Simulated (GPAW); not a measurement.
# Screening of a field by VSi2As4 monolayer, part 2 of 2

Wanted: the out-of-plane polarisability of VSi2As4 monolayer.

GPAW 26.7.0; GPAW, PAW setups; layer in a repeated cell with vacuum, relaxation of atoms and in-plane cell (the session's first sound run).

So far. Step 9 (Field on): The dipole is now 0.152 e Å, against 3.8e-4 in the run without a field.

### Step 10. Field on

run.py

```python
import json
import numpy as np
from ase import Atoms
from gpaw import GPAW, PW
from gpaw.external import ConstantElectricField

slab = Atoms(
    ['As', 'Si', 'As', 'V', 'As', 'Si', 'As'],
    positions=[
        [0.00000, 0.00000, 9.00000],
        [-0.00000, 2.10247, 10.11776],
        [-0.00000, 2.10247, 12.49730],
        [0.00000, -0.00000, 13.93486],
        [-0.00000, 2.10247, 15.37243],
        [-0.00000, 2.10247, 17.75196],
        [0.00000, -0.00000, 18.86973]],
    cell=[[3.64159, -0.0, 0.0], [-1.82079, 3.15371, 0.0], [0.0, 0.0, 27.8697]],
    pbc=[True, True, False],
    magmoms=[0.0, 0.0, 0.0, 1.0, 0.0, 0.0, 0.0])

slab.calc = GPAW(mode=PW(400), xc='PBE', kpts={'size': (9, 9, 1), 'gamma': True},
                 occupations={'name': 'fermi-dirac', 'width': 0.05}, nbands='200%',
                 convergence={'density': 1e-05}, maxiter=200,
                 poissonsolver={'dipolelayer': 'xy'},
                 external=ConstantElectricField(0.3, [0, 0, 1]),
                 symmetry={'tolerance': 1e-3}, txt='slab.txt')
result = {}
energy = slab.get_potential_energy()
fermi = slab.calc.get_fermi_level()
v = slab.calc.get_electrostatic_potential().mean((0, 1)) - fermi
n = slab.calc.get_pseudo_density().mean((0, 1))
L = slab.cell[2, 2]
z = np.arange(len(v)) * L / len(v)
low, high = slab.positions[:, 2].min(), slab.positions[:, 2].max()
below, above = np.interp([low - 6.8, high + 6.8], z, v)
slopes = [np.interp(x, z, np.gradient(v, z)) for x in (low - 6.8, high + 6.8)]
eps = np.array([[slab.calc.get_eigenvalues(k, s) for k in range(len(slab.calc.get_ibz_k_points()))]
                for s in range(slab.calc.get_number_of_spins())]) - fermi
top, bottom = eps[eps < 0].max(), eps[eps > 0].min()
dipole = slab.get_dipole_moment()[2]
print(f'energy {energy:.4f} eV, Fermi level {fermi:.4f} eV, dipole {dipole:.5f} e A')
print(f'potential 6.8 A off the faces, from the Fermi level: lower {below:.4f} eV, upper {above:.4f} eV')
print(f'slope of the potential there: lower {slopes[0]:.5f}, upper {slopes[1]:.5f} eV/A')
print(f'nearest levels on the mesh: {top:.4f} and {bottom:.4f} eV')
print('magnetic moment', round(slab.get_magnetic_moment(), 3))
result.update(energy=energy, fermi=fermi, dipole=dipole, below=below, above=above, slopes=slopes, edges=[top, bottom],
              z=z.tolist(), v=v.tolist(), n=n.tolist(), positions=slab.positions.tolist(),
              forces=slab.get_forces(apply_constraint=False).tolist(), moments=slab.get_magnetic_moments().tolist())
json.dump(result, open('result.json', 'w'))
```

On the command line:

```console
$ OMP_NUM_THREADS=1 OPENBLAS_NUM_THREADS=1 python run.py
```

The job ended after 5.5 min (1 thread of Intel Xeon 6975P-C (Granite Rapids), shared host; peak memory 0.67 GiB).

The electrostatic potential energy of an electron (without an applied field's), less the Fermi level, planar mean oscillates, so the rows of the table below give means over windows of 1.81 Å about each position, cut where the curve ends. Its maxima inside the range that stand out by 2 % of the span (Å: eV): 1.3: 6.77, 9.6: -8.16, 11.4: 2.80, 13.2: -4.50, 14.7: -4.92, 16.5: 1.31, 18.3: -10.6. Its minima: 9.1: -12.9, 10.1: -10.1, 12.5: -12.3, 13.9: -10.9, 15.4: -13.2, 17.9: -12.4, 18.8: -15.7.

Table of electrostatic potential energy of an electron (without an applied field's), less the Fermi level, planar mean by z; means over each step:

| z (Å) | electrostatic potential energy of an electron (without an applied field's), less the Fermi level, planar mean (eV) |
| --- | --- |
| 0.91 | 6.58 |
| 2.71 | 6.77 |
| 4.52 | 6.77 |
| 6.33 | 6.70 |
| 8.14 | -0.0603 |
| 9.95 | -7.95 |
| 11.76 | -2.77 |
| 13.57 | -7.75 |
| 15.38 | -7.10 |
| 17.20 | -4.97 |
| 19.00 | -9.19 |
| 20.81 | 2.75 |
| 22.62 | 3.17 |
| 24.43 | 3.17 |
| 26.24 | 3.17 |

The dipole is now 0.228 e Å, against 3.8e-4 in the run without a field.

### Step 11. The series

The members are put on one axis.

This step: induced dipole against applied field (GPAW 26.7.0).

Dipole along the normal against field:

| field (V/Å) | dipole along the normal (e·Å) |
| --- | --- |
| -0.200 | -0.152 |
| -0.100 | -0.0760 |
| -0.050 | -0.0380 |
| 0.000 | 3.8e-4 |
| 0.050 | 0.0380 |
| 0.100 | 0.0760 |
| 0.200 | 0.152 |
| 0.300 | 0.228 |

### Step 12. A changed run

One more run, with changed settings.

This step: GPAW, PAW setups; slab in vacuum (GPAW 26.7.0).

run.py: that of step 10 with these lines changed.

```diff
@@ -4,3 +4,2 @@
 from gpaw import GPAW, PW
-from gpaw.external import ConstantElectricField
 
@@ -20,7 +19,6 @@
 
-slab.calc = GPAW(mode=PW(400), xc='PBE', kpts={'size': (9, 9, 1), 'gamma': True},
+slab.calc = GPAW(mode=PW(60), xc='PBE', kpts={'size': (9, 9, 1), 'gamma': True},
                  occupations={'name': 'fermi-dirac', 'width': 0.05}, nbands='200%',
-                 convergence={'density': 1e-05}, maxiter=200,
+                 convergence={'density': 1e-05}, maxiter=100,
                  poissonsolver={'dipolelayer': 'xy'},
-                 external=ConstantElectricField(0.3, [0, 0, 1]),
                  symmetry={'tolerance': 1e-3}, txt='slab.txt')
```

Wall time 13 s (1 thread); peak memory 0.14 GiB.

The run finished. A setting was moved off its sound value on purpose, so it serves as a test and not as the result.

The fault put into the input: a cutoff far too low (ecut = 60).

The two runs compared:

| quantity | this run | sound run | difference |
| --- | --- | --- | --- |
| sum of the site moments (μB) | -2.488e-6 | 0.83288 | -0.833 |

One result that differs is the sum of the site moments, -2.5e-6 μB against 0.833 μB.

### Step 13. Summary of results

| Quantity | Value |
| --- | --- |
| work function, upper and lower face | 4.960 and 4.968 eV |
| dipole along the normal | 3.8e-4 e Å, near the numerical noise |
| induced dipole per field | 0.760 e Å per V/Å |
| out-of-plane polarisability per area, α/(ε0 A) | 12.0 Å |

**Reading.** The field induces 0.760 e Å per V/Å, a polarisable thickness α/(ε0 A) of 12.0 Å beside 9.87 Å between the outermost nuclei. A perfect conductor would give the distance between its two image planes; a dielectric of thickness t gives t(1 - 1/ε). The induced dipole is linear in the field over this range. The small printed dipole stands for a step of -6.0 meV from the lower to the upper face, and the probes find -8.4 meV; values this small are near the numerical noise of both. One magnetic start was tried; another order may lie lower. The layer's cell and atoms come from the relaxation; spin-orbit coupling and temperature are left out.

[Logs are printed without paths, hosts, clocks, repeated set-up lines and the standing remarks that a program may print on its own settings, such as how far it seeks lower states.]

[Hosts, paths, dates, database ids (printed as entryN), source tags and the programs' standing remarks are cut or masked in the printed files.]
